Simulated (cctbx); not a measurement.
# Diagnosing a refinement

Cell a = 7.9190 Å, b = 10.0670 Å, c = 12.1220 Å, α = 75.81°, β = 72.58°, γ = 73.28°; space group P-1 (no. 2). The compound is TlBi2I7.

Simulated single-crystal data (cctbx): Cu Kα, λ = 1.54184 Å, to d = 0.83 Å, 70 % of the full sphere, strongest reflection 20000 counts, noise from counting, a 3 % proportional error and a noise floor of 2 counts (s.d.); no absorption.

An anisotropic refinement with weights 1/σ² prints:

```text
Rint 0.023, 756 unique reflections to 1.30 A
cycle     R1     wR2    GooF  max shift (A)
   1  0.0272  0.0755   1.920   0.00207
   2  0.0152  0.0385   0.979   0.00000
final R1 0.0152 wR2 0.0385 GooF 0.979  parameters 90  data/parameter 8.4
atom        x        y        z      Ueq    occ   su(xyz)  su(Uiso or U11)
Bi1    0.57434  0.24787  0.46838   0.0110  1.000  0.00008  0.0005
Bi2    0.68341  0.87235  0.84519   0.0107  1.000  0.00009  0.0005
Tl1    0.93809  0.33530  0.87007   0.0118  1.000  0.00009  0.0005
I1     0.65937  0.63181  0.02766   0.0045  1.000  0.00013  0.0007
I2     0.30294  0.44972  0.62224   0.0160  1.000  0.00014  0.0008
I3     0.70821  0.65012  0.68252   0.0102  1.000  0.00014  0.0007
I4     0.64496  0.95108  0.35512   0.0132  1.000  0.00014  0.0008
I5     0.81796  0.15868  0.63470   0.0152  1.000  0.00014  0.0008
I6     0.07146  0.74948  0.79706   0.0080  1.000  0.00013  0.0007
I7     0.26583  0.98181  0.98519   0.0129  1.000  0.00014  0.0008
difference map: max 0.54 min -0.61 rms 0.14
Q1    0.2418  0.5578  0.0881    2    0.57  1.55 A from Tl1
Q2    0.0898  0.2592  0.2693    2    0.52  1.73 A from I6
Q3    0.2349  0.9722  0.3853    2    0.48  1.58 A from I5
Q4    0.2831  0.1109  0.5665    2    0.48  1.20 A from I4
Q5    0.4424  0.4784  0.0465    2    0.46  2.03 A from I1
Q6    0.4758  0.1365  0.2137    2    0.46  1.66 A from Bi2
```

Q: Accept it or mend it, and why?

Mend it. The fault: data cut at low resolution. Against the right model at the same level, R1 goes from 0.0185 to 0.0152 and GooF from 0.98 to 0.98. The atoms are right, but there are too few data for the parameters: R1 flatters and the s.u.s grow. Data per parameter fall from 32.2 to 8.4.

The compound is TlBi2I7. The right model at the same level gives:

```text
Rint 0.025, 2902 unique reflections to 0.83 A
cycle     R1     wR2    GooF  max shift (A)
   1  0.0495  0.1329   2.841   0.00190
   2  0.0185  0.0458   0.978   0.00000
final R1 0.0185 wR2 0.0458 GooF 0.978  parameters 90  data/parameter 32.2
atom        x        y        z      Ueq    occ   su(xyz)  su(Uiso or U11)
Bi1    0.57433  0.24801  0.46827   0.0110  1.000  0.00003  0.0001
Bi2    0.68336  0.87237  0.84523   0.0106  1.000  0.00004  0.0001
Tl1    0.93810  0.33530  0.87008   0.0118  1.000  0.00004  0.0001
I1     0.65935  0.63175  0.02764   0.0047  1.000  0.00005  0.0002
I2     0.30294  0.44983  0.62220   0.0158  1.000  0.00006  0.0002
I3     0.70825  0.64995  0.68253   0.0103  1.000  0.00006  0.0002
I4     0.64485  0.95109  0.35518   0.0135  1.000  0.00006  0.0002
I5     0.81818  0.15852  0.63473   0.0148  1.000  0.00006  0.0002
I6     0.07161  0.74954  0.79713   0.0084  1.000  0.00005  0.0002
I7     0.26579  0.98171  0.98522   0.0127  1.000  0.00006  0.0002
difference map: max 1.15 min -1.01 rms 0.26
Q1    0.2913  0.6666  0.0099    2    1.25  1.96 A from Tl1
Q2    0.2669  0.2356  0.6576    2    1.15  1.83 A from I4
Q3    0.9899  0.3261  0.3857    2    1.12  2.35 A from I3
Q4    0.3024  0.1127  0.5902    2    1.06  0.91 A from I4
Q5    0.4631  0.9924  0.8773    2    1.00  1.72 A from I7
Q6    0.4271  0.1661  0.4258    2    0.97  1.85 A from Bi1
```

Isotropic U is held between 0.0001 and 1 Å² by the program, and listed peak heights are interpolated, so they can pass the grid's maximum.

The model was made for the exercise: a known structure type with other elements put in, its volume estimated, not relaxed; displacement parameters are assumed.

[Middle refinement cycles are left out of these outputs.]

[Logs are printed without paths, hosts, clocks, repeated set-up lines and the standing remarks that a program may print on its own settings, such as how far it seeks lower states.]
